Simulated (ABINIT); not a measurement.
**AlGaN2 (P3m1): G0W0 in ABINIT against the bands in the self-energy**

How does the gap of AlGaN2 (P3m1) converge in the bands in the self-energy?

Program: ABINIT 10.8.3. Level of theory: LDA and many-body steps on it, plane waves. Results are calculated unless marked as measured.

Report form: the programs' logs are mostly left out.

## 1. The structure

The structure is trigonal, space group P3m1 (No. 156). Conventional cell: a = 3.145 Å, b = 3.145 Å, c = 5.097 Å, α = 90.00°, β = 90.00°, γ = 120.00°. Nearest to Al lie 4 N at 1.89 to 1.90 Å. Nearest to Ga lie 4 N at 1.93 to 1.96 Å. Nearest to N lie 3 Al at 1.90 Å and 1 Ga at 1.96 Å. Nearest to N lie 1 Al at 1.89 Å and 3 Ga at 1.93 Å. Farther neighbours and most contacts between anions are not listed.

The cell and positions are those that the Materials Project relaxed with its own functionals (PBE, PBE+U or r2SCAN), kept fixed.

## 2. Screening, 3×3×2 mesh, 83 bands, screening to 176.9 eV

This step: ABINIT 10.8.3; RPA screening on LDA, plane waves, norm-conserving pseudopotentials.

The RPA dielectric matrix is built and inverted for each q.

Input file run.abi:

```
acell 3*1.0 Angstrom
rprim 
  3.145282644058 -0.000000000015 0.000000000000
  -1.572641322016 2.723894671844 0.000000000000
  0.000000000000 0.000000000000 5.096893730000
ntypat 3
znucl 13 31 7
natom 4
typat 1 2 3 3
xred 
  0.000000000000 0.000000000000 0.999263770000
  0.666666666667 0.333333333333 0.497174210000
  0.666666666667 0.333333333333 0.111803640000
  0.000000000000 0.000000000000 0.628158390000
pp_dirpath "pseudos"
pseudos "Al.upf, Ga.upf, N.upf"
ecut 36
ngkpt 3 3 2
nshiftk 1
shiftk 0 0 0
kptopt 1
chksymbreak 0
istwfk *1
occopt 1
irdwfk 1
optdriver 3
nband 83
ecuteps 6.5
inclvkb 2
awtr 1
symchi 1
indata_prefix "in"
outdata_prefix "out"
tmpdata_prefix "tmp"
```

The run is started by

```bash
$ OMP_NUM_THREADS=1 mpirun -n 4 abinit run.abi > log
```

Elapsed: 9 s, on 4 MPI ranks of Arm Neoverse V2, shared host; peak memory 0.48 GiB.

Numbers from this step:

```
ε∞ with local fields, on this mesh, along the program's q direction : 6.435
the same without local fields                                       : 7.014
plasma frequency                                                    : 28.65 eV
plane waves in the screening matrix                                 : 245
```

Local fields lower ε∞ by 8 %. On a Γ-centred mesh this coarse the value itself is usually too large, while a short band sum pulls it down.

## 3. 21 bands

This step: G0W0 on LDA, plane waves, norm-conserving pseudopotentials.

run.abi: that of step 2 with these lines changed.

```diff
@@ -25,8 +25,15 @@
 irdwfk 1
-optdriver 3
-nband 83
+optdriver 4
+nband 21
+gwcalctyp 0
+ecutsigx 36
+symsigma 1
+nkptgw 1
+kptgw 
+  0.0000000000 0.0000000000 0.0000000000
+bdgw 
+  12 15
 ecuteps 6.5
-inclvkb 2
-awtr 1
-symchi 1
+irdscr 1
+ppmodel 1
 indata_prefix "in"
```

The job ended after 3 s (4 MPI ranks; peak memory 0.23 GiB; 12 s of CPU time).

Numbers from this step:

* G0W0 gap on the points computed: 3.779 eV
* starting gap on the mesh: 2.921 eV
* k of the valence top: 0, 0, 0
* k of the conduction bottom: 0, 0, 0
* Z at the valence top: 0.806
* Z at the conduction bottom: 0.829
* least direct G0W0 gap on the computed points: 3.779 eV

## 4. 30 bands

The self-energy is evaluated for the states that the input lists, and the levels follow from it, in one-shot runs by the linearised quasiparticle equation.

run.abi: that of step 3 with these lines changed.

```diff
@@ -26,3 +26,3 @@
 optdriver 4
-nband 21
+nband 30
 gwcalctyp 0
```

Wall time 3.1 s (4 MPI ranks); peak memory 0.43 GiB.

Numbers from this step:

- G0W0 gap on the points computed: 3.642 eV
- starting gap on the mesh: 2.921 eV
- k of the valence top: 0, 0, 0
- k of the conduction bottom: 0, 0, 0
- Z at the valence top: 0.801
- Z at the conduction bottom: 0.821
- least direct G0W0 gap on the computed points: 3.642 eV

The gap on the mesh goes from 2.92 eV to 3.64 eV, a correction of +0.72 eV.

## 5. 54 bands

run.abi: that of step 4 with these lines changed.

```diff
@@ -26,3 +26,3 @@
 optdriver 4
-nband 30
+nband 54
 gwcalctyp 0
```

Elapsed: 3.5 s, on 4 MPI ranks; peak memory 0.44 GiB.

This step gave:

| Item | Value |
| --- | --- |
| G0W0 gap on the points computed | 3.769 eV |
| starting gap on the mesh | 2.921 eV |
| k of the valence top | 0, 0, 0 |
| k of the conduction bottom | 0, 0, 0 |
| least direct G0W0 gap on the computed points | 3.769 eV |

Against the run before, the gap moves by +0.127 eV.

## 6. 83 bands

run.abi: that of step 5 with these lines changed.

```diff
@@ -26,3 +26,3 @@
 optdriver 4
-nband 54
+nband 83
 gwcalctyp 0
```

The job ended after 3.9 s (4 MPI ranks; peak memory 0.45 GiB; 15 s of CPU time).

This step gave:

```yaml
g0w0_gap_on_the_points_computed: 3.814 eV
starting_gap_on_the_mesh: 2.921 eV
k_of_the_valence_top: 0, 0, 0
k_of_the_conduction_bottom: 0, 0, 0
least_direct_g0w0_gap_on_the_computed_points: 3.814 eV
```

Against the run before, the gap moves by +0.045 eV.

## 7. The runs together

Times are wall times on 4 MPI ranks of Arm Neoverse V2, shared host, good to a factor of about two. A run's time includes the screening step that it read.

```tsv
run	mesh	bands	screening cutoff (eV)	DFT gap (eV)	gap on the mesh (eV)	direct (eV)	ε∞ used	time
21 bands	3×3×2	21	176.9	2.921	3.779	3.779	6.43	12 s
30 bands	3×3×2	30	176.9	2.921	3.642	3.642	6.43	12 s
54 bands	3×3×2	54	176.9	2.921	3.769	3.769	6.43	12 s
83 bands	3×3×2	83	176.9	2.921	3.814	3.814	6.43	13 s
```

## 8. Results

```
21 bands     : 3.779 eV
30 bands     : 3.642 eV
54 bands     : 3.769 eV
83 bands     : 3.814 eV
known limits : not at the basis limit; exchange with frozen shells missing; no spin-orbit coupling; coarse k mesh
```

In words: The setting moved: bands in the self-energy. From 21 bands to 83 bands the gap moves by +0.04 eV, not steadily: it passes through 3.64 eV. The last step still moves it by +0.045 eV. Bands and screening cutoff are coupled, so a series along one setting does not show full convergence. Bands and cutoff are finite, so the gap is not at the basis limit. The miss can reach some tenths of an eV and take either sign; the mesh is an error of its own. In the G0W0 runs levels were corrected at 1 k point alone, so a gap called «on the mesh» is the least over those, and an edge elsewhere would be missed. The 3×3×2 mesh is coarse for this cell, which bears on the long-range parts of exchange and screening. The norm-conserving file of at least one element keeps a d shell over frozen s and p shells of the same row. Exchange with those shells is missing from the self-energy, an error of 0.3 to 0.9 eV in cases checked, whose sign depends on which edge lies on those atoms. The many-body steps are scalar-relativistic: spin-orbit coupling is not in them.

[Paths, hosts, dates, memory and timing lines, banners, echoed tables and standing remarks are left out of the program output.]

[Logs are printed without paths, hosts, clocks, repeated set-up lines and the standing remarks that a program may print on its own settings, such as how far it seeks lower states.]

[Runs of the session that timed out or met a known fault of the program may be left out.]

[Hosts, paths, dates, database ids (printed as entryN), source tags and the programs' standing remarks are cut or masked in the printed files.]

[G0W0 gaps are taken among the corrected bands and points alone; a level outside them can change the order at an edge.]

[Where Ansatz stands beside ABINIT at settings called matched, ABINIT's density can come from a denser mesh and the files from another edition; pairs whose starting gaps differed by over 0.03 eV were left out, so agreement reads better than it is.]
